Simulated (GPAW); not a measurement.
# O K ELNES/XANES of BaPbO3 (C2/m) from DFT

What does one-electron theory with a core hole give for the O K edge of BaPbO3 (C2/m)?

Calculated with GPAW 26.7.0; X-ray absorption from dipole matrix elements to empty bands, plane-wave PAW LDA, without spin-orbit coupling.

## 1. The structure

It takes space group C2/m (No. 12, monoclinic). Conventional cell: a = 8.531 Å, b = 8.481 Å, c = 6.012 Å, α = 90.00°, β = 134.65°, γ = 90.00°. Pb has 6 O at 2.15 Å nearest. Ba has 12 O at 2.71 to 3.36 Å nearest. Nearest to O lie 2 Pb at 2.15 Å and 4 Ba at 2.80 to 3.24 Å. O has 2 Pb at 2.15 Å and 4 Ba at 2.71 to 3.36 Å nearest. O has 2 Pb at 2.15 Å and 4 Ba at 2.85 to 3.18 Å nearest. Farther neighbours and most contacts between anions are not listed.

As a file:

```cif
data_structure
_symmetry_space_group_name_H-M 'P 1'
_symmetry_Int_Tables_number 1
_cell_length_a 6.0146
_cell_length_b 6.0146
_cell_length_c 6.0118
_cell_angle_alpha 119.892
_cell_angle_beta 119.892
_cell_angle_gamma 89.661
_cell_volume 154.73
loop_
_atom_site_label
_atom_site_type_symbol
_atom_site_fract_x
_atom_site_fract_y
_atom_site_fract_z
_atom_site_occupancy
Pb1 Pb 0.50000 0.00000 0.50000 1
Pb2 Pb 0.00000 0.50000 0.50000 1
Ba3 Ba 0.25320 0.25320 0.00420 1
Ba4 Ba 0.74680 0.74680 0.99580 1
O5 O 0.71500 0.28500 0.50000 1
O6 O 0.28500 0.71500 0.50000 1
O7 O 0.19260 0.19260 0.44760 1
O8 O 0.80740 0.80740 0.55240 1
O9 O 0.27650 0.72350 0.00000 1
O10 O 0.72350 0.27650 0.00000 1
```

## 2. The field without a hole

A plain self-consistent run shows whether there is a gap, which decides the set-up of the core-hole run.

The input, scf.py:

```python
import numpy as np
from ase import Atoms
from ase.parallel import parprint, paropen
from gpaw import GPAW, PW, FermiDirac, Mixer, MixerDif, setup_paths
from gpaw.test import gen
setup_paths.insert(0, '.')
gen('O', name='nch1s', xcname='LDA', corehole=(1, 0, 0), write_xml=True)
from gpaw.mpi import world
world.barrier()

atoms = Atoms('Pb2Ba2O6',
    cell=[[4.26554917, -4.2404, 0],
     [4.26554917, 4.2404, 0],
     [-4.22460236, 0, 4.27720401]],
    scaled_positions=[[0.5, 0, 0.5],
     [0, 0.5, 0.5],
     [0.2532, 0.2532, 0.0042],
     [0.7468, 0.7468, 0.9958],
     [0.715, 0.285, 0.5],
     [0.285, 0.715, 0.5],
     [0.1926, 0.1926, 0.4476],
     [0.8074, 0.8074, 0.5524],
     [0.2765, 0.7235, 0],
     [0.7235, 0.2765, 0]],
    pbc=True)
atoms.calc = calc = GPAW(legacy_gpaw=True, mode=PW(500), xc='LDA', setups={4: 'nch1s'},
    kpts={'size': (4, 4, 5), 'gamma': True}, occupations=FermiDirac(0.05),
    charge=0, mixer=Mixer(0.1, 5, 50), maxiter=150,
    convergence={'density': 0.0001}, txt='scf.txt')
energy = atoms.get_potential_energy() + calc.get_reference_energy()
ef = calc.get_fermi_level()
out = dict(energy=energy, fermi=ef, forces=atoms.get_forces().tolist())
parprint(f'all-electron energy {energy:.4f} eV, Fermi level {ef:.4f} eV')
ev = np.array([[calc.get_eigenvalues(k, s) for k in range(len(calc.get_ibz_k_points()))] for s in range(calc.get_number_of_spins())])
out['homo'], out['lumo'], out['counts'] = ev[ev < ef].max(), ev[ev > ef].min(), sorted(set((ev < ef).sum((0, 2)).tolist()))
out['filled'] = (ev[:, 0] < ef).sum(1).tolist()
import json
with paropen('out.json', 'w') as f:
    json.dump(out, f)
```

On the command line:

```bash
OMP_NUM_THREADS=1 mpirun -n 4 gpaw python scf.py
```

Numbers of over 12 decimals in the logs are rounded to 6 here.

Output:

```text
Input parameters:
  convergence: {density: 0.0001}
  kpts: {gamma: True,
         size: (4, 4, 5)}
  maxiter: 150
  mixer: {backend: pulay,
          beta: 0.1,
          method: separate,
          nmaxold: 5,
          weight: 50}
  mode: {ecut: 500.0,
         name: pw}
  occupations: {fixmagmom: False,
                name: fermi-dirac,
                width: 0.05}
  setups: {4: nch1s}

Initialize ...

[... PAW data sets ...]

Reference energy: -1588324.862777  # eV

Spin-paired calculation

[... convergence settings ...]
Symmetries present (total): 2
  [... symmetry matrices ...]

80 k-points: 4 x 4 x 5 Monkhorst-Pack grid + [1/8,1/8,0.000000]
27 k-points in the irreducible part of the Brillouin zone
       k-points in crystal coordinates                weights
   0:     0.00000000    0.00000000    0.00000000          1/80
   1:     0.00000000    0.00000000    0.20000000          2/80
   2:     0.00000000    0.00000000    0.40000000          2/80
   3:     0.25000000   -0.25000000    0.00000000          2/80
   4:     0.25000000   -0.25000000    0.20000000          4/80
   5:     0.25000000   -0.25000000    0.40000000          4/80
   6:     0.25000000    0.00000000   -0.40000000          4/80
   7:     0.25000000    0.00000000   -0.20000000          4/80
   8:     0.25000000    0.00000000    0.00000000          4/80
   9:     0.25000000    0.00000000    0.20000000          4/80
          ...
  26:     0.50000000    0.50000000    0.40000000          2/80

Wave functions: Plane wave expansion
  Cutoff energy: 500.000 eV
  Number of coefficients (min, max): 3867, 3949
  Pulay-stress correction: 0.000000 eV/Ang^3 (de/decut=0.000000)
  Using FFTW library
  Wavefunction extrapolation:
    Improved wavefunction reuse through dual PAW basis

Occupation numbers: Fermi-Dirac:
  width: 0.0500  # eV

Eigensolver
   Davidson(niter=2)

Densities:
  Coarse grid: 32*32*32 grid
  Fine grid: 64*64*64 grid
  Total Charge: 0.000000

Density mixing:
  Method: separate
  Backend: pulay
  Linear mixing parameter: 0.1
  old densities: 5
  Width of damping distribution: 1.1
  Damping of long wavelength oscillations: 50

[... Hamiltonian set-up ...]
Number of atoms: 10
Number of atomic orbitals: 52
Number of bands in calculation: 52
Number of valence electrons: 84
Bands to converge: occupied

... initialized

Initializing position-dependent things.

Density initialized from atomic densities
Creating initial wave functions:
  52 bands from LCAO basis set

               Ba
          Pb    O
                     O
        O
        Pb   O       O
              Ba
                   O

Atomic positions and initial magnetic moments

Positions:
   0 Pb     0.020473   -2.120200    2.138602    ( 0.0000,  0.0000,  0.0000)
   1 Pb     0.020473    2.120200    2.138602    ( 0.0000,  0.0000,  0.0000)
   2 Ba     2.142331   -0.000000    0.017964    ( 0.0000,  0.0000,  0.0000)
   3 Ba     2.164165   -0.000000    4.259240    ( 0.0000,  0.0000,  0.0000)
   4 O      2.153248   -1.823372    2.138602    ( 0.0000,  0.0000,  0.0000)
   5 O      2.153248    1.823372    2.138602    ( 0.0000,  0.0000,  0.0000)
   6 O     -0.247842    0.000000    1.914477    ( 0.0000,  0.0000,  0.0000)
   7 O      4.554338   -0.000000    2.362727    ( 0.0000,  0.0000,  0.0000)
   8 O      4.265549    1.895459    0.000000    ( 0.0000,  0.0000,  0.0000)
   9 O      4.265549   -1.895459    0.000000    ( 0.0000,  0.0000,  0.0000)

Unit cell:
           periodic     x           y           z      points  spacing
  1. axis:    yes    4.265549   -4.240400    0.000000    32     0.1542
  2. axis:    yes    4.265549    4.240400    0.000000    32     0.1542
  3. axis:    yes   -4.224602    0.000000    4.277204    32     0.1337

  Lengths:   6.014641   6.014641   6.011800
  Angles:  119.891816 119.891816  89.661193

Effective grid spacing dv^(1/3) = 0.1678

iter:   1   -71.165764
iter:   2   -67.733263   -0.35  -0.94
iter:   3   -64.884464   -0.41  -1.07
iter:   4   -65.182377   -0.70  -1.38
iter:   5   -64.715510   -1.91  -1.70
iter:   6   -64.730814   -2.76  -2.49
iter:   7   -64.713173c  -3.01  -2.37
iter:   8   -64.712008c  -4.13  -2.78
iter:   9   -64.712004c  -4.95  -3.10
iter:  10   -64.711516c  -4.85  -3.05
iter:  11   -64.711455c  -5.62  -3.33
iter:  12   -64.711450c  -5.74  -3.50
iter:  13   -64.711435c  -6.35  -3.74
iter:  14   -64.711432c  -6.35  -3.89
iter:  15   -64.711431c  -7.59c -4.24c

Converged after 15 iterations.

Dipole moment: (-0.000000, -0.000000, 0.000000) |e|*Ang

Energy contributions relative to reference atoms: (reference = -1588324.862777)

Kinetic:        +75.170800
Potential:      -62.005949
External:        +0.000000
XC:             -77.219050
Entropy (-ST):   -0.002965
Local:           -0.655750
SIC:             +0.000000
--------------------------
Free energy:    -64.712913
Extrapolated:   -64.711431

Showing only first 2 kpts
 Kpt  Band  Eigenvalues  Occupancy
  0    40      6.39280    1.98555
  0    41      6.50120    1.88035
  0    42      6.67404    0.66271
  0    43     11.23234    0.00000

  1    40      6.16591    1.99984
  1    41      6.39566    1.98470
  1    42      7.35302    0.00000
  1    43     11.50102    0.00000

Fermi level: 6.63894

Gap: 0.173 eV
Transition (v -> c):
  (s=0, k=0, n=41, [0.00, 0.00, 0.00]) -> (s=0, k=0, n=42, [0.00, 0.00, 0.00])
No difference between direct/indirect transitions

Forces in eV/Ang:
  0 Pb    0.00000   -0.00000    0.00000
  1 Pb   -0.00000   -0.00000   -0.00000
  2 Ba    0.02929    0.00000   -0.00003
  3 Ba   -0.02929    0.00000    0.00003
  4 O     0.00000    0.06702    0.00000
  5 O     0.00000   -0.06702    0.00000
  6 O    -0.09991    0.00000   -0.02877
  7 O     0.09991    0.00000    0.02877
  8 O     0.00000   -0.13708    0.00000
  9 O     0.00000    0.13708    0.00000
Scalar-relativistic atomic LDA calculation for O (Oxygen, Z=8)
Core hole in 1s state (1s occupation: 2.0)
300 radial gridpoints.
|------------------------------------------------|
|------------------------------------------------|
[... the atom generator's iteration count ...]

Energy contributions:
-------------------------
Kinetic:      +74.266897
XC:            -7.772280
Potential:   -141.018865
-------------------------
Total:        -74.524248

state      eigenvalue         ekin         rmax
-----------------------------------------------
1s^2.0 :   -18.772897    28.821965        0.130
2s^2.0 :    -0.872866     3.204810        0.874
2p^4.0 :    -0.337925     2.553337        0.813
-----------------------------------------------
(units: Bohr and Hartree)

Generating PAW setup
Kinetic energy of the core from tauc = 57.689706
Cutoffs:
rc(s)=1.300
rc(p)=1.130
rc(d)=1.170
rc(vbar)=1.300
rc(comp)=1.260
rc(nct)=1.300

Kinetic energy of the core states: 57.643930
Charge: 0.0
Core electrons: 2.0
Valence electrons: 6.0
Pseudo-core charge: 0.000776
Shape function alpha=6.299
Pseudo-electron charge 5.666261
state    eigenvalue         norm
--------------------------------
2s(2) :    -0.872866     1.079797
*s    :     0.127134
2p(4) :    -0.337925     0.876472
*p    :     0.662075
*d    :     0.000000
--------------------------------

Diagonalizing with gridspacing h=0.050

state   all-electron     PAW
-------------------------------
2s:      -0.872866    -0.873954
2p:      -0.337925    -0.341740
*d:                    0.050276
*f:                    0.077289
-------------------------------
all-electron energy -1588389.5742 eV, Fermi level 6.6389 eV
```

Run time: 28 s. Hardware: 4 MPI ranks of Arm Neoverse V2, shared host; peak memory 0.27 GiB; 1.9 min of CPU time.

The mesh shows a gap of only 0.17 eV, so the system is treated as a metal and the core electron is put at the Fermi level (neutral cell).

## 3. Cell without a hole, the energy reference

The photon energy needs a difference of total energies, so the cell and mesh of the coming hole run are first run without a hole.

This run holds the same structure in another cell (α 119.9 → 89.7°, γ 89.7 → 119.9°).

Edit scf.py of step 2 so:

```diff
@@ -11,18 +11,18 @@
 atoms = Atoms('Pb2Ba2O6',
-    cell=[[4.26554917, -4.2404, 0],
-     [4.26554917, 4.2404, 0],
-     [-4.22460236, 0, 4.27720401]],
-    scaled_positions=[[0.5, 0, 0.5],
-     [0, 0.5, 0.5],
-     [0.2532, 0.2532, 0.0042],
-     [0.7468, 0.7468, 0.9958],
-     [0.715, 0.285, 0.5],
-     [0.285, 0.715, 0.5],
-     [0.1926, 0.1926, 0.4476],
-     [0.8074, 0.8074, 0.5524],
-     [0.2765, 0.7235, 0],
-     [0.7235, 0.2765, 0]],
+    cell=[[-4.22460236, 0, 4.27720401],
+     [4.26554917, -4.2404, 0],
+     [4.26554917, 4.2404, 0]],
+    scaled_positions=[[0.5, 0.5, 0],
+     [0.5, 0, 0.5],
+     [0.0042, 0.2532, 0.2532],
+     [0.9958, 0.7468, 0.7468],
+     [0.5, 0.715, 0.285],
+     [0.5, 0.285, 0.715],
+     [0.4476, 0.1926, 0.1926],
+     [0.5524, 0.8074, 0.8074],
+     [0, 0.2765, 0.7235],
+     [0, 0.7235, 0.2765]],
     pbc=True)
 atoms.calc = calc = GPAW(legacy_gpaw=True, mode=PW(500), xc='LDA', setups={4: 'nch1s'},
-    kpts={'size': (4, 4, 5), 'gamma': True}, occupations=FermiDirac(0.05),
+    kpts={'size': (4, 4, 4), 'gamma': True}, occupations=FermiDirac(0.1),
     charge=0, mixer=Mixer(0.1, 5, 50), maxiter=150,
```

Output:

```text
Input parameters:
  convergence: {density: 0.0001}
  kpts: {gamma: True,
         size: (4, 4, 4)}
  maxiter: 150
  mixer: {backend: pulay,
          beta: 0.1,
          method: separate,
          nmaxold: 5,
          weight: 50}
  mode: {ecut: 500.0,
         name: pw}
  occupations: {fixmagmom: False,
                name: fermi-dirac,
                width: 0.1}
  setups: {4: nch1s}

Initialize ...

[...]
2s(2) :    -0.872866     1.079797
*s    :     0.127134
2p(4) :    -0.337925     0.876472
*p    :     0.662075
*d    :     0.000000
--------------------------------

Diagonalizing with gridspacing h=0.050

state   all-electron     PAW
-------------------------------
2s:      -0.872866    -0.873954
2p:      -0.337925    -0.341740
*d:                    0.050276
*f:                    0.077289
-------------------------------
all-electron energy -1588389.5666 eV, Fermi level 6.7914 eV
[key lines of the parts left out:]
Converged after 15 iterations.
Dipole moment: (-0.000000, -0.000000, 0.000000) |e|*Ang
Free energy:    -64.712104
Fermi level: 6.79139
```

Run time: 25 s. Hardware: 4 MPI ranks; peak memory 0.27 GiB; 98 s of CPU time.

Reference energy: -1588389.567 eV with the cores included.

(Part 1 of 3 ends here.)

[Banner, clock and machine lines of the logs are left out without a mark of their own.]

[Logs are printed without paths, hosts, clocks, repeated set-up lines and the standing remarks that a program may print on its own settings, such as how far it seeks lower states.]

[Hosts, paths, dates, database ids (printed as entryN), source tags and the programs' standing remarks are cut or masked in the printed files.]

[Lists of maxima count a maximum above −3 eV only where it reaches 4 % of the highest in the window and stands out from its surroundings by 2 % of it (1.5 % where it reaches 55 %); shoulders and weaker maxima are passed over, and of the rest the first, up to two pre-edge ones and the few strongest are named.]
